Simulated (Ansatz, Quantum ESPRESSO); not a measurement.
# Ballistic transmission: Sn chain with one bond drawn out by 0.3 Å, part 3 of 4

Aim: the zero-bias transmission with pwcond for this junction: Sn chain with one bond drawn out by 0.3 Å.

Quantum ESPRESSO 7.5; plane-wave DFT, PBE, GBRV ultrasoft pseudopotentials; cross-check by Ansatz 0.2.0 with PAW datasets.

So far. Step 2 (Self-consistent run): The run needed 16 iterations to bring the estimated error under 1e-07 Ry; the largest force on any atom, held or free, is 0.52 eV/Å. Step 3 (Transmission with pwcond.x): At no point does T exceed the number of channels.

## Step 4: The open system, with epsproj = 0.01

Level of this step: transmission by pwcond, lead and junction from one cell; plane-wave DFT, PBE, GBRV ultrasoft pseudopotentials (Quantum ESPRESSO).

How much does a setting matter? One run is repeated with a change.

Input file cond.w.in:

```
&inputcond
  outdir = './out'
  prefixt = 'scf'
  tran_file = 'cond.w.dat'
  bdl = 0.7333333333
  bds = 3.7066666667
  ikind = 1
  ewind = 4.0
  epsproj = 0.01
  nz1 = 7
  energy0 = 2.0
  denergy = -0.1
/
1
  0.00000000 0.00000000 1.00000000
41
```

On the command line:

```sh
> OMP_NUM_THREADS=1 mpirun -n 4 pwcond.x -in cond.w.in > cond.w.out
```

Output:

```text
[banner, memory and clock lines left out]
Program PWCOND v.7.5 starts
[citation notice left out]

[...]
./out/scf.save/

[...]
negative rho (up, down):  5.202E-06 0.000E+00
     Reading collected, re-writing distributed wavefunctions

===== INPUT FILE containing all the regions =====

     GEOMETRY:

     lattice parameter (alat)  =      14.1729  a.u.
     the volume                =   10552.7081 (a.u.)^3
     the cross section         =     200.8724 (a.u.)^2
     l of the unit cell        =       3.7067 (alat)
     number of atoms/cell      =           10
     number of atomic types    =            1

     crystal axes: (cart. coord. in units of alat)
               a(1) = (  1.0000  0.0000  0.0000 )
               a(2) = (  0.0000  1.0000  0.0000 )
               a(3) = (  0.0000  0.0000  3.7067 )

   Cartesian axes

     site n.     atom                  positions (alat units)
          1        Sn     tau(  1)=(  0.5000  0.5000  3.7067  )
          2        Sn     tau(  2)=(  0.5000  0.5000  0.3667  )
          3        Sn     tau(  3)=(  0.5000  0.5000  0.7333  )
          4        Sn     tau(  4)=(  0.5000  0.5000  1.1000  )
          5        Sn     tau(  5)=(  0.5000  0.5000  1.4667  )
          6        Sn     tau(  6)=(  0.5000  0.5000  1.8733  )
          7        Sn     tau(  7)=(  0.5000  0.5000  2.2400  )
          8        Sn     tau(  8)=(  0.5000  0.5000  2.6067  )
          9        Sn     tau(  9)=(  0.5000  0.5000  2.9733  )
         10        Sn     tau( 10)=(  0.5000  0.5000  3.3400  )

     nr1s                      =           54
     nr2s                      =           54
     nr3s                      =          200
     nr1sx                     =           54
     nr2sx                     =           54
     nr3sx                     =          200
     nr1                       =           60
     nr2                       =           60
     nr3                       =          225
     nr1x                      =           60
     nr2x                      =           60
     nr3x                      =          225

 _______________________________
  Radii of nonlocal spheres:

     type       ibeta     ang. mom.          radius (alat units)
       Sn         1         0                    0.1476
       Sn         2         0                    0.1476
       Sn         3         1                    0.1476
       Sn         4         1                    0.1476
       Sn         5         2                    0.1476
       Sn         6         2                    0.1476
----- General information -----

--- T calc. with identical leads (ikind=1) ---

     nrx                       =           54
     nry                       =           54
     nz1                       =            7

     energy0               =         2.0E+00
     denergy               =        -1.0E-01
     nenergy               =         41
     ecut2d                =         3.4E+01
     ewind                 =         4.0E+00
     epsproj               =         1.0E-02

     number of k_|| points=    1
                       cryst. coord.
        k(    1) = (   0.0000000   0.0000000), wk =   1.0000000
----- Information about left/right lead -----

     nocros                   =           18
     noins                    =           18
     norb                     =           54
     norbf                    =          162
     nrz                      =           40

      iorb      type   ibeta   ang. mom.   m       position (alat)
        1        1       1        0        1   taunew(   1)=(  0.5000  0.5000  0.0000)
        2        1       2        0        1   taunew(   2)=(  0.5000  0.5000  0.0000)
[...]
54        1       6        2        5   taunew(  54)=(  0.5000  0.5000  0.7333)
    k slab    z(k)  z(k+1)     crossing(iorb=1,norb)
    1   0.0000 0.0183 0.0183   111111111111111111000000000000000000000000000000000000
    2   0.0183 0.0367 0.0183   111111111111111111000000000000000000000000000000000000
[...]
40   0.7150 0.7333 0.0183   000000000000000000000000000000000000111111111111111111
----- Information about scattering region -----

     noins                    =          126
     norb                     =          162
     norbf                    =          162
     nrz                      =          160

      iorb      type   ibeta   ang. mom.   m       position (alat)
        1        1       1        0        1   taunew(   1)=(  0.5000  0.5000  0.0000)
        2        1       2        0        1   taunew(   2)=(  0.5000  0.5000  0.0000)
[...]
162        1       6        2        5   taunew( 162)=(  0.5000  0.5000  2.9733)
 ngper, shell number =          545          70
 ngper, n2d =          545          82
---  E-Ef =    2.0000000  k =    0.0000000   0.0000000
---  ie =          1  ik =          1
 Nchannels of the left tip =            3
 Right moving states:
   k1(2pi/a)   k2(2pi/a)   E-Ef (eV)
  -0.2585661   0.0000211   2.0000000
  -0.2585661   0.0000211   2.0000000
   0.3677419   0.0000129   2.0000000
 Left moving states:
   k1(2pi/a)   k2(2pi/a)   E-Ef (eV)
   0.2585661   0.0000211   2.0000000
   0.2585661   0.0000211   2.0000000
  -0.3677419   0.0000129   2.0000000

 to transmit
 Band j to band i transmissions and reflections:
    j         i     |T_ij|^2    |R_ij|^2

    1 -->     1     0.88179     0.07613
    1 -->     2     0.00000     0.04209
    1 -->     3     0.00000     0.00000
   Total T_j, R_j =    0.88179  0.11821

    2 -->     1     0.00000     0.04209
    2 -->     2     0.88179     0.07613
    2 -->     3     0.00000     0.00000
   Total T_j, R_j =    0.88179  0.11821

    3 -->     1     0.00000     0.00000
    3 -->     2     0.00000     0.00000
    3 -->     3     0.96075     0.03925
   Total T_j, R_j =    0.96075  0.03925

E-Ef(ev), T(x2 spins) =    2.0000000   5.4486377
---  E-Ef =    1.9000000  k =    0.0000000   0.0000000
---  ie =          2  ik =          1
 Nchannels of the left tip =            3
 Right moving states:
   k1(2pi/a)   k2(2pi/a)   E-Ef (eV)
  -0.2739528   0.0000213   1.9000000
  -0.2739528   0.0000213   1.9000000
   0.3611217   0.0000129   1.9000000
 Left moving states:
   k1(2pi/a)   k2(2pi/a)   E-Ef (eV)
   0.2739528   0.0000213   1.9000000
   0.2739528   0.0000213   1.9000000
  -0.3611217   0.0000129   1.9000000

 to transmit
 Band j to band i transmissions and reflections:
    j         i     |T_ij|^2    |R_ij|^2

    1 -->     1     0.88379     0.06204
    1 -->     2     0.00000     0.05417
    1 -->     3     0.00000     0.00000
   Total T_j, R_j =    0.88379  0.11621

    2 -->     1     0.00000     0.05417
    2 -->     2     0.88379     0.06204
    2 -->     3     0.00000     0.00000
   Total T_j, R_j =    0.88379  0.11621

    3 -->     1     0.00000     0.00000
    3 -->     2     0.00000     0.00000
    3 -->     3     0.96068     0.03932
   Total T_j, R_j =    0.96068  0.03932

E-Ef(ev), T(x2 spins) =    1.9000000   5.4565126
---  E-Ef =    1.8000000  k =    0.0000000   0.0000000
---  ie =          3  ik =          1
 Nchannels of the left tip =            3
 Right moving states:
   k1(2pi/a)   k2(2pi/a)   E-Ef (eV)
  -0.2893738   0.0000215   1.8000000
  -0.2893738   0.0000215   1.8000000
   0.3544784   0.0000128   1.8000000
 Left moving states:
   k1(2pi/a)   k2(2pi/a)   E-Ef (eV)
   0.2893738   0.0000215   1.8000000
   0.2893738   0.0000215   1.8000000
  -0.3544784   0.0000128   1.8000000

 to transmit
 Band j to band i transmissions and reflections:
    j         i     |T_ij|^2    |R_ij|^2

    1 -->     1     0.88537     0.04683
    1 -->     2     0.00000     0.06781
    1 -->     3     0.00000     0.00000
   Total T_j, R_j =    0.88537  0.11463

    2 -->     1     0.00000     0.06781
    2 -->     2     0.88537     0.04683
    2 -->     3     0.00000     0.00000
   Total T_j, R_j =    0.88537  0.11463

    3 -->     1     0.00000     0.00000
    3 -->     2     0.00000     0.00000
    3 -->     3     0.96058     0.03942
   Total T_j, R_j =    0.96058  0.03942

E-Ef(ev), T(x2 spins) =    1.8000000   5.4626281
[... further energies and points left out ...]
---  E-Ef =   -1.8000000  k =    0.0000000   0.0000000
---  ie =         39  ik =          1
 Nchannels of the left tip =            1
 Right moving states:
   k1(2pi/a)   k2(2pi/a)   E-Ef (eV)
   0.0908141   0.0000117  -1.8000000
 Left moving states:
   k1(2pi/a)   k2(2pi/a)   E-Ef (eV)
  -0.0908141   0.0000117  -1.8000000

 to transmit
 Band j to band i transmissions and reflections:
    j         i     |T_ij|^2    |R_ij|^2

    1 -->     1     0.94883     0.05117
   Total T_j, R_j =    0.94883  0.05117

E-Ef(ev), T(x2 spins) =   -1.8000000   1.8976576
---  E-Ef =   -1.9000000  k =    0.0000000   0.0000000
---  ie =         40  ik =          1
 Nchannels of the left tip =            1
 Right moving states:
   k1(2pi/a)   k2(2pi/a)   E-Ef (eV)
   0.0823395   0.0000116  -1.9000000
 Left moving states:
   k1(2pi/a)   k2(2pi/a)   E-Ef (eV)
  -0.0823395   0.0000116  -1.9000000

 to transmit
 Band j to band i transmissions and reflections:
    j         i     |T_ij|^2    |R_ij|^2

    1 -->     1     0.94831     0.05169
   Total T_j, R_j =    0.94831  0.05169

E-Ef(ev), T(x2 spins) =   -1.9000000   1.8966129
---  E-Ef =   -2.0000000  k =    0.0000000   0.0000000
---  ie =         41  ik =          1
 Nchannels of the left tip =            1
 Right moving states:
   k1(2pi/a)   k2(2pi/a)   E-Ef (eV)
   0.0737149   0.0000116  -2.0000000
 Left moving states:
   k1(2pi/a)   k2(2pi/a)   E-Ef (eV)
  -0.0737150   0.0000116  -2.0000000

 to transmit
 Band j to band i transmissions and reflections:
    j         i     |T_ij|^2    |R_ij|^2

    1 -->     1     0.94774     0.05226
   Total T_j, R_j =    0.94774  0.05226

E-Ef(ev), T(x2 spins) =   -2.0000000   1.8954739
   T_tot     2.00000      0.54486E+01
   T_tot     1.90000      0.54565E+01
   T_tot     1.80000      0.54626E+01
   T_tot     1.70000      0.54658E+01
   T_tot     1.60000      0.54647E+01
   T_tot     1.50000      0.54581E+01
   T_tot     1.40000      0.54460E+01
   T_tot     1.30000      0.54297E+01
   T_tot     1.20000      0.54123E+01
   T_tot     1.10000      0.53983E+01
   T_tot     1.00000      0.53928E+01
   T_tot     0.90000      0.54005E+01
   T_tot     0.80000      0.54249E+01
   T_tot     0.70000      0.54669E+01
   T_tot     0.60000      0.55250E+01
   T_tot     0.50000      0.55809E+01
   T_tot     0.40000      0.56478E+01
   T_tot     0.30000      0.56976E+01
   T_tot     0.20000      0.57227E+01
   T_tot     0.10000      0.57171E+01
   T_tot    -0.00000      0.56808E+01
   T_tot    -0.10000      0.56197E+01
   T_tot    -0.20000      0.55422E+01
   T_tot    -0.30000      0.54532E+01
   T_tot    -0.40000      0.53423E+01
   T_tot    -0.50000      0.51675E+01
   T_tot    -0.60000      0.48454E+01
   T_tot    -0.70000      0.42325E+01
   T_tot    -0.80000      0.24560E+01
   T_tot    -0.90000      0.19091E+01
   T_tot    -1.00000      0.19077E+01
   T_tot    -1.10000      0.19063E+01
   T_tot    -1.20000      0.19049E+01
   T_tot    -1.30000      0.19036E+01
   T_tot    -1.40000      0.19023E+01
   T_tot    -1.50000      0.19010E+01
   T_tot    -1.60000      0.18998E+01
   T_tot    -1.70000      0.18987E+01
   T_tot    -1.80000      0.18977E+01
   T_tot    -1.90000      0.18966E+01
   T_tot    -2.00000      0.18955E+01

[...]
```

Run time: 1.8 min. Hardware: 4 MPI ranks of Arm Neoverse N1, shared host; peak memory 0.36 GiB; 7 min of CPU time.

The changed values were drawn from a wide range, not chosen for quality; the comparison shows what they did here together.

Beside the run it was changed from:

```csv
quantity,this run,unchanged run,difference
"transmission at the Fermi level, one spin",2.840,2.844,-0.0035
"lead channels at the Fermi level, one spin",3,3,0
wall time (s),106,200,
```

Over all energies T moves by up to 0.26, at -0.8 eV.

The physical values in this table move by up to 0.12 %.

(Part 3 of 4 ends here.)

[Logs are printed without paths, hosts, clocks, repeated set-up lines and the standing remarks that a program may print on its own settings, such as how far it seeks lower states.]

[Hosts, paths, dates, database ids (printed as entryN), source tags and the programs' standing remarks are cut or masked in the printed files.]

[Maps of the electrostatic potential energy from Ansatz leave out the sawtooth potential of an applied field or a dipole correction, so their vacuum need not be flat; planar profiles and work functions include it.]
